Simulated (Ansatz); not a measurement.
# One crystal, many levels of theory: Ta2O5 (P2/m)

What gap does each level of theory give for Ta2O5 (P2/m), and in what time?

Main program and level: Ansatz 0.2.0; density functionals, hybrids and G0W0, plane waves, PAW.

Most raw output is cut from this account.

In doubt: masses and optical values from hybrid runs of this build are listed as unsure (steps 7, 8), which bears on the screening that GW takes from such a start.

## 1. The starting structure

The structure is monoclinic, space group P2/m (No. 10). Conventional cell: a = 3.841 Å, b = 3.863 Å, c = 6.778 Å, α = 90.00°, β = 105.57°, γ = 90.00°. Nearest to Ta lie 6 O at 1.90 to 2.21 Å. Nearest to O lie 2 Ta at 1.93 Å. Nearest to O lie 3 Ta at 1.98 to 2.21 Å. Nearest to O lie 2 Ta at 1.90 Å. Farther neighbours and most contacts between anions are not listed.

The cell and positions are those that the Materials Project relaxed with its own functionals (PBE, PBE+U or r2SCAN), kept fixed. Spin-orbit coupling is left out unless a step names it.

The logs state that the PAW files were generated under PBE.

## 2. LDA on the 6×6×4 mesh

Levels along a band path and on the mesh show where this functional puts the band edges.

This step: DFT, LDA, plane waves, PAW; PAW set soft_1.

Contents of input.yaml:

```yaml
crystal:
  lattice:
    - [3.8414080139, 0.0, 0.0]
    - [0.0, 3.86271575, 0.0]
    - [-1.8189421445, 0.0, 6.5289594201]
  atoms:
    - { symbol: Ta, position: [0.64953073, 0.0, 0.79131453] }
    - { symbol: Ta, position: [0.35046927, 0.0, 0.20868547] }
    - { symbol: O, position: [0.6621243, 0.5, 0.79832929] }
    - { symbol: O, position: [0.3378757, 0.5, 0.20167071] }
    - { symbol: O, position: [0.18976057, 0.0, 0.87062125] }
    - { symbol: O, position: [0.81023943, 0.0, 0.12937875] }
    - { symbol: O, position: [0.5, 0.0, 0.5] }
kpoints:
  mp_grid: { grid: [6, 6, 4] }
  band_path:
    path:
      - [0.0, 0.0, 0.0]
      - [0.0, 0.5, 0.0]
      - [0.0, 0.5, 0.5]
      - [0.0, 0.0, 0.5]
      - [0.0, 0.0, 0.0]
      - [-0.5, 0.0, 0.5]
      - [-0.5, 0.5, 0.5]
      - [0.0, 0.5, 0.0]
      - [-0.5, 0.5, 0.0]
      - [-0.5, 0.0, 0.0]
      - [0.0, 0.0, 0.0]
    npoints: 10
hamiltonian:
  xc: lda
  pseudopotentials: { kind: paw, azcp: { folder: soft_1 }, xc_functional: pbe }
scf:
  occupations: { method: fermi_dirac, width: 0.02 }
  n_extra_bands: 6
output:
  eigenvalues: true
  write_density: true
  write_potential: true
  elf: true
  volumetric_format: npy
```

On the command line:

```bash
ansatz run input.yaml --threads 3 --pin off --max-ram 92160MiB --backend cuda --events-out ev --progress --plain --runs-dir out --devices 1 --max-vram 13GiB
```

Run time: 9.2 s. Hardware: 1 × NVIDIA H100 80GB HBM3 (shared by 6 runs) with 3 threads of AMD EPYC 7R13 (Zen 3), shared host; peak memory 0.94 GiB.

Numbers from this step:

```
filled bands         : 28
gap                  : 2.123 eV
valence top at       : E
conduction bottom at : B
least direct gap     : 2.795 eV
```

Over mesh and path the gap is 2.123 eV, from k = (-0.500, 0.500, 0.500) to k = (0.000, 0.000, 0.500). The least direct gap found is 2.795 eV, at k = Γ.

## 3. LDA+SOC on the 6×6×4 mesh

This run has two-component orbitals with spin-orbit coupling.

This step: DFT, LDA with spin-orbit coupling, plane waves, PAW; PAW set soft_1.

input.yaml: that of step 2 with these lines changed.

```diff
@@ -21,21 +21,17 @@
       - [0.0, 0.0, 0.5]
-      - [0.0, 0.0, 0.0]
       - [-0.5, 0.0, 0.5]
       - [-0.5, 0.5, 0.5]
-      - [0.0, 0.5, 0.0]
       - [-0.5, 0.5, 0.0]
       - [-0.5, 0.0, 0.0]
-      - [0.0, 0.0, 0.0]
-    npoints: 10
+    npoints: 1
 hamiltonian:
   xc: lda
-  pseudopotentials: { kind: paw, azcp: { folder: soft_1 }, xc_functional: pbe }
+  pseudopotentials: { kind: paw_fr, azcp: { folder: soft_1 }, xc_functional: pbe }
 scf:
-  occupations: { method: fermi_dirac, width: 0.02 }
-  n_extra_bands: 6
+  occupations: { method: fixed }
+  n_extra_bands: 12
+magnetization:
+  noncollinear: true
+  spin_orbit: true
 output:
   eigenvalues: true
-  write_density: true
-  write_potential: true
-  elf: true
-  volumetric_format: npy
```

Elapsed: 10 s, on 1 × NVIDIA H100 80GB HBM3 (shared by 6 runs) with 3 threads; peak memory 0.94 GiB; 17 s of CPU time.

This step gave:

| Quantity | Value |
| --- | --- |
| gap | 2.096 eV |
| valence top at | E |
| conduction bottom at | B |
| least direct gap | 2.763 eV |

Over mesh and listed points the gap is 2.096 eV, from k = (-0.500, 0.500, 0.500) to k = (0.000, 0.000, 0.500). The least direct gap found is 2.763 eV, at k = Γ. LDA+SOC against LDA: 2.096 − 2.123 = −0.027 eV, with the same mesh, set of files (read in its fully relativistic form for the spin-orbit run) and cutoff, and both edges at the same k points. The spin-orbit run sees mesh and listed points alone, so its gap is an upper bound: the coupling can move an edge off these points, and the change over the zone, its sign included where it is small, is not known.

## 4. HSE06 on the 4×4×2 mesh

HSE06 mixes in a quarter of exact exchange at short range.

This step: DFT, HSE06, plane waves, PAW; PAW set soft_1.

input.yaml: that of step 3 with these lines changed.

```diff
@@ -14,3 +14,3 @@
 kpoints:
-  mp_grid: { grid: [6, 6, 4] }
+  mp_grid: { grid: [4, 4, 2] }
   band_path:
@@ -27,11 +27,12 @@
 hamiltonian:
-  xc: lda
-  pseudopotentials: { kind: paw_fr, azcp: { folder: soft_1 }, xc_functional: pbe }
+  xc: hse06
+  pseudopotentials: { kind: paw, azcp: { folder: soft_1 } }
 scf:
   occupations: { method: fixed }
-  n_extra_bands: 12
-magnetization:
-  noncollinear: true
-  spin_orbit: true
+  n_extra_bands: 6
 output:
   eigenvalues: true
+  write_density: true
+  write_potential: true
+  elf: true
+  volumetric_format: npy
```

It took 21 s on 1 × NVIDIA H100 80GB HBM3 (shared by 6 runs) with 3 threads; peak memory 1.2 GiB.

Numbers from this step:

```
gap                     : 3.662 eV
valence top at          : E
conduction bottom at    : B
least direct gap        : 4.283 eV
exact-exchange fraction : 0.25
```

Over mesh and listed points the gap is 3.662 eV, from k = (-0.500, 0.500, 0.500) to k = (0.000, 0.000, 0.500). The least direct gap found is 4.283 eV, at k = Γ. HSE06 against LDA: 3.662 − 2.123 = +1.539 eV. The runs also differ in mesh (6×6×4 and 4×4×2), so how much of this comes from the functional alone is not known.

## 5. PBE0 on the 4×4×2 mesh

PBE0 mixes in a quarter of exact exchange at all distances.

This step: DFT, PBE0, plane waves, PAW; PAW set soft_1.

input.yaml: that of step 4 with these lines changed.

```diff
@@ -27,3 +27,3 @@
 hamiltonian:
-  xc: hse06
+  xc: pbe0
   pseudopotentials: { kind: paw, azcp: { folder: soft_1 } }
@@ -34,5 +34 @@
   eigenvalues: true
-  write_density: true
-  write_potential: true
-  elf: true
-  volumetric_format: npy
```

Wall time 18 s (1 × NVIDIA H100 80GB HBM3 (shared by 6 runs) with 3 threads); peak memory 1.2 GiB.

Numbers from this step:

```
gap                     : 4.417 eV
valence top at          : E
conduction bottom at    : B
least direct gap        : 5.023 eV
exact-exchange fraction : 0.25
```

Over mesh and listed points the gap is 4.417 eV, from k = (-0.500, 0.500, 0.500) to k = (0.000, 0.000, 0.500). The least direct gap found is 5.023 eV, at k = Γ. PBE0 against HSE06: 4.417 − 3.662 = +0.755 eV, with the same mesh, files and cutoff, and both edges at the same k points.

## 6. G0W0@LDA, 4×4×4 mesh, 767 empty bands, screening to 230 eV, PAW set soft_1 files

G0W0 replaces the xc potential by a self-energy built once from the orbitals of the start. Levels are corrected in the window of bands that the input names, at points of the mesh.

This step: G0W0 on LDA, plane waves, PAW; PAW set soft_1.

Contents of input.yaml:

```yaml
crystal:
  lattice:
    - [3.8414080139, 0.0, 0.0]
    - [0.0, 3.86271575, 0.0]
    - [-1.8189421445, 0.0, 6.5289594201]
  atoms:
    - { symbol: Ta, position: [0.64953073, 0.0, 0.79131453] }
    - { symbol: Ta, position: [0.35046927, 0.0, 0.20868547] }
    - { symbol: O, position: [0.6621243, 0.5, 0.79832929] }
    - { symbol: O, position: [0.3378757, 0.5, 0.20167071] }
    - { symbol: O, position: [0.18976057, 0.0, 0.87062125] }
    - { symbol: O, position: [0.81023943, 0.0, 0.12937875] }
    - { symbol: O, position: [0.5, 0.0, 0.5] }
kpoints:
  mp_grid: { grid: [4, 4, 4] }
hamiltonian:
  xc: lda
  pseudopotentials: { kind: paw, azcp: { folder: soft_1 }, xc_functional: pbe }
scf:
  occupations: { method: fixed }
gw:
  n_empty_bands: 767
  ecut_chi: 230.0
  qp_bands: [v2, c2]
  qp_kpoints: band_edges
  screening: { model: contour_deformation }
```

Elapsed: 2 min, on 1 × NVIDIA H100 80GB HBM3 (shared by 6 runs) with 3 threads; peak memory 4.4 GiB; 3.9 min of CPU time.

This step gave:

```
bands summed                                    : 795
RPA ε∞ on this mesh (eigenvalues)               : 4.622, 4.893, 7.460
plane waves in the screening matrix             : 773
G0W0 gap over the corrected points              : 3.603 eV
k of the valence top                            : -0.5, -0.5, -0.5
k of the conduction bottom                      : 0, 0, -0.5
starting gap on the mesh                        : 2.110 eV
Z at the valence top                            : 0.7215
Z at the conduction bottom                      : 0.7920
least direct G0W0 gap over the corrected points : 4.291 eV
```

Over 20 of 30 irreducible mesh points the G0W0 gap is 3.603 eV, from k = (-0.500, -0.500, -0.500) to k = (0.000, 0.000, -0.500). The LDA gap of this run on the mesh is 2.110 eV. The two states that bound the G0W0 gap lie that far apart at the start, so the correction of the gap is 3.603 − 2.110 = +1.493 eV.

## 7. G0W0@HSE06, 4×4×4 mesh, 356 empty bands, screening to 138 eV, PAW set soft_1 files

This step: G0W0 on HSE06, plane waves, PAW; PAW set soft_1.

input.yaml: that of step 6 with these lines changed.

```diff
@@ -16,4 +16,4 @@
 hamiltonian:
-  xc: lda
-  pseudopotentials: { kind: paw, azcp: { folder: soft_1 }, xc_functional: pbe }
+  xc: hse06
+  pseudopotentials: { kind: paw, azcp: { folder: soft_1 } }
 scf:
@@ -21,4 +21,4 @@
 gw:
-  n_empty_bands: 767
-  ecut_chi: 230.0
+  n_empty_bands: 356
+  ecut_chi: 138
   qp_bands: [v2, c2]
```

Run time: 2 min. Hardware: 1 × NVIDIA H100 80GB HBM3 (shared by 6 runs) with 3 threads; peak memory 2.5 GiB; 2.6 min of CPU time.

Numbers from this step:

* bands summed: 384
* RPA ε∞ on this mesh (eigenvalues): 3.587, 3.624, 4.924
* plane waves in the screening matrix: 365
* G0W0 gap over the corrected points: 4.010 eV
* k of the valence top: -0.5, -0.5, -0.5
* k of the conduction bottom: 0, 0, -0.5
* starting gap on the mesh: 3.665 eV
* Z at the valence top: 0.7689
* Z at the conduction bottom: 0.8267
* least direct G0W0 gap over the corrected points: 4.720 eV

Over 21 of 30 irreducible mesh points the G0W0 gap is 4.010 eV, from k = (-0.500, -0.500, -0.500) to k = (0.000, 0.000, -0.500). The HSE06 gap of this run on the mesh is 3.665 eV. The two states that bound the G0W0 gap lie that far apart at the start, so the correction of the gap is 4.010 − 3.665 = +0.345 eV. G0W0@HSE06 against G0W0@LDA with 384 bands (a further run, in the table below): 4.010 − 3.527 = +0.483 eV, with the same mesh, files and cutoffs, and both edges at the same k points.

## 8. G0W0@PBE0, 4×4×4 mesh, 356 empty bands, screening to 138 eV, PAW set soft_1 files

This step: G0W0 on PBE0, plane waves, PAW; PAW set soft_1.

input.yaml: that of step 7 with these lines changed.

```diff
@@ -16,3 +16,3 @@
 hamiltonian:
-  xc: hse06
+  xc: pbe0
   pseudopotentials: { kind: paw, azcp: { folder: soft_1 } }
```

Elapsed: 90 s, on 1 × NVIDIA H100 80GB HBM3 (shared by 6 runs) with 3 threads; peak memory 2.5 GiB; 2.1 min of CPU time.

Numbers from this step:

- bands summed: 384
- RPA ε∞ on this mesh (eigenvalues): 3.394, 3.413, 4.509
- plane waves in the screening matrix: 365
- G0W0 gap over the corrected points: 4.240 eV
- k of the valence top: -0.5, -0.5, -0.5
- k of the conduction bottom: 0, 0, -0.5
- starting gap on the mesh: 4.420 eV
- Z at the valence top: 0.7819
- Z at the conduction bottom: 0.8372
- least direct G0W0 gap over the corrected points: 4.954 eV

Over 21 of 30 irreducible mesh points the G0W0 gap is 4.240 eV, from k = (-0.500, -0.500, -0.500) to k = (0.000, 0.000, -0.500). The PBE0 gap of this run on the mesh is 4.420 eV. The two states that bound the G0W0 gap lie that far apart at the start, so the correction of the gap is 4.240 − 4.420 = −0.180 eV. G0W0@PBE0 against G0W0@HSE06 with 384 bands: 4.240 − 4.010 = +0.230 eV, with the same mesh, files and cutoffs, and both edges at the same k points. The program's warnings for this run: coarse exchange mesh.

## 9. The ladder

Each gap is the least one over the points named; times are wall times on shared hosts, not benchmarks. A G0W0 time includes the run's own self-consistent start. Runs with listed points see these and the mesh alone, so an edge that moves elsewhere is missed. Rows marked * are further runs, not shown as steps, whose inputs differ from the G0W0 step on the same start in the columns given; solver thresholds can differ too. Symmetry makes (-0.500, 0.500, 0.500) and (-0.500, -0.500, -0.500) one point. Symmetry makes (0.000, 0.000, 0.500) and (0.000, 0.000, -0.500) one point.

```tsv
level	mesh	files, cutoff	bands summed, screening	points	gap (eV)	valence top	conduction bottom	least direct gap (eV)	time
LDA	6×6×4	soft_1 PAW, 420 eV	-	mesh and path	2.123	(-0.500, 0.500, 0.500)	(0.000, 0.000, 0.500)	2.795	9.2 s
LDA+SOC	6×6×4	soft_1 PAW, 420 eV	-	mesh and listed points	2.096	(-0.500, 0.500, 0.500)	(0.000, 0.000, 0.500)	2.763	10 s
HSE06	4×4×2	soft_1 PAW, 420 eV	-	mesh and listed points	3.662	(-0.500, 0.500, 0.500)	(0.000, 0.000, 0.500)	4.283	21 s
PBE0	4×4×2	soft_1 PAW, 420 eV	-	mesh and listed points	4.417	(-0.500, 0.500, 0.500)	(0.000, 0.000, 0.500)	5.023	18 s
G0W0@LDA*	4×4×4	soft_1 PAW, 420 eV	154, 69 eV	20 of 30 irreducible mesh points	3.514	(-0.500, -0.500, -0.500)	(0.000, 0.000, -0.500)	4.227	22 s
G0W0@LDA*	4×4×4	soft_1 PAW, 420 eV	384, 138 eV	20 of 30 irreducible mesh points	3.527	(-0.500, -0.500, -0.500)	(0.000, 0.000, -0.500)	4.230	57 s
G0W0@LDA	4×4×4	soft_1 PAW, 420 eV	795, 230 eV	20 of 30 irreducible mesh points	3.603	(-0.500, -0.500, -0.500)	(0.000, 0.000, -0.500)	4.291	2 min
G0W0@LDA*	4×4×2	soft_1 PAW, 420 eV	384, 138 eV	12 of 18 irreducible mesh points	3.519	(-0.500, -0.500, -0.500)	(0.000, 0.000, -0.500)	4.222	18 s
G0W0@HSE06	4×4×4	soft_1 PAW, 420 eV	384, 138 eV	21 of 30 irreducible mesh points	4.010	(-0.500, -0.500, -0.500)	(0.000, 0.000, -0.500)	4.720	2 min
G0W0@PBE0	4×4×4	soft_1 PAW, 420 eV	384, 138 eV	21 of 30 irreducible mesh points	4.240	(-0.500, -0.500, -0.500)	(0.000, 0.000, -0.500)	4.954	90 s
```

## 10. Outcome

```yaml
lda_over_mesh_and_path: 2.123 eV
lda_soc_over_mesh_and_listed_points: 2.096 eV
hse06_over_mesh_and_listed_points: 3.662 eV
pbe0_over_mesh_and_listed_points: 4.417 eV
g0w0_lda_795_bands_4x4x4_over_20_of_30_irreducible_mesh_points: 3.603 eV
g0w0_hse06_over_21_of_30_irreducible_mesh_points: 4.010 eV
g0w0_pbe0_over_21_of_30_irreducible_mesh_points: 4.240 eV
known_limits: finite bands, screening cutoff and k mesh; no spin-orbit coupling in G0W0
```

The rows run from 2.096 eV (LDA+SOC) to 4.417 eV (PBE0). They differ in mesh, bands and screening cutoff of G0W0 and the points over which the gap was sought as well as in level, so only pairs that share these are like for like. LDA+SOC against LDA: 2.096 − 2.123 = −0.027 eV, with the same mesh, set of files (read in its fully relativistic form for the spin-orbit run) and cutoff, and both edges at the same k points. The spin-orbit run sees mesh and listed points alone, so its gap is an upper bound: the coupling can move an edge off these points, and the change over the zone, its sign included where it is small, is not known. PBE0 against HSE06: 4.417 − 3.662 = +0.755 eV, with the same mesh, files and cutoff, and both edges at the same k points. G0W0@HSE06 against G0W0@LDA with 384 bands: 4.010 − 3.527 = +0.483 eV, with the same mesh, files and cutoffs, and both edges at the same k points. G0W0@PBE0 against G0W0@HSE06 with 384 bands: 4.240 − 4.010 = +0.230 eV, with the same mesh, files and cutoffs, and both edges at the same k points. G0W0@LDA (795 bands, 4×4×4) moves the gap of its own start on the mesh by 3.603 − 2.110 = +1.493 eV, between the same two levels. Both edges that LDA shows over mesh and path lie at k points where levels were corrected. Levels at other points were not corrected, so a lower G0W0 gap elsewhere in the zone is not ruled out. G0W0@HSE06 moves the gap of its own start on the mesh by 4.010 − 3.665 = +0.345 eV, between the same two levels. Both edges that HSE06 shows over mesh and listed points lie at k points where levels were corrected. Levels at other points were not corrected, so a lower G0W0 gap elsewhere in the zone is not ruled out. G0W0@PBE0 moves the gap of its own start on the mesh by 4.240 − 4.420 = −0.180 eV, between the same two levels. Both edges that PBE0 shows over mesh and listed points lie at k points where levels were corrected. Levels at other points were not corrected, so a lower G0W0 gap elsewhere in the zone is not ruled out. What spin-orbit coupling does to the G0W0 levels was not computed, so no sum with the G0W0 gap is formed. For G0W0@LDA: from 154 bands and 69 eV to 795 bands and 230 eV the gap moves by 3.603 − 3.514 = +0.089 eV (rung by rung 3.514, 3.527, 3.603 eV); bands and screening cutoff rise together, so their parts are not told apart. A line in one over the bands through the two highest rungs gives 3.603 + (3.603 − 3.527) × 384 / (795 − 384) = 3.674 eV, and through the pair below 3.527 + (3.527 − 3.514) × 154 / (384 − 154) = 3.536 eV. The two differ by 0.138 eV, not under the 0.030 eV asked, so the law does not hold well over these rungs and the limit is not known. The other G0W0 rows are shown at one basis each (384 bands), so their distance from the limit is not known here. With the 4×4×2 mesh in place of the 4×4×4 mesh and all else as in the G0W0@LDA row with 384 bands, the gap differs by 3.519 − 3.527 = −0.008 eV, and that of the start by 2.106 − 2.110 = −0.004 eV. For G0W0@PBE0: the program's warnings for this run: coarse exchange mesh. The G0W0 runs are scalar-relativistic. G0W0@LDA runs of this series with other atomic data on the same mesh, not shown as steps, give 3.506 eV (hard PAW, 930 eV, 398 bands, screening to 138 eV; the table's row with the same empty bands and screening cutoff has 3.527 eV); where bands and cutoffs differ too, the part of the files is not isolated.

[Paths, hosts, dates, memory and timing lines, banners, echoed tables and standing remarks are left out of the program output.]

[Logs are printed without paths, hosts, clocks, repeated set-up lines and the standing remarks that a program may print on its own settings, such as how far it seeks lower states.]

[Runs of the session that timed out or met a known fault of the program may be left out.]

[Cells called generated may have been cut or substituted from an entry of the Crystallography Open Database or the Materials Project.]

[Hosts, paths, dates, database ids (printed as entryN), source tags and the programs' standing remarks are cut or masked in the printed files.]

[Where an RPA ε∞ is given, it is that of the G0W0 mesh and is not shown converged in it. Names of k-points follow the symmetry that the program found, which can be lower than the space group named. Band edges on a path are those of the sampled points; other points can move an edge, and change direct to indirect where valleys lie close.]

[Hybrid gaps are those of their k-mesh and are not shown converged in it.]
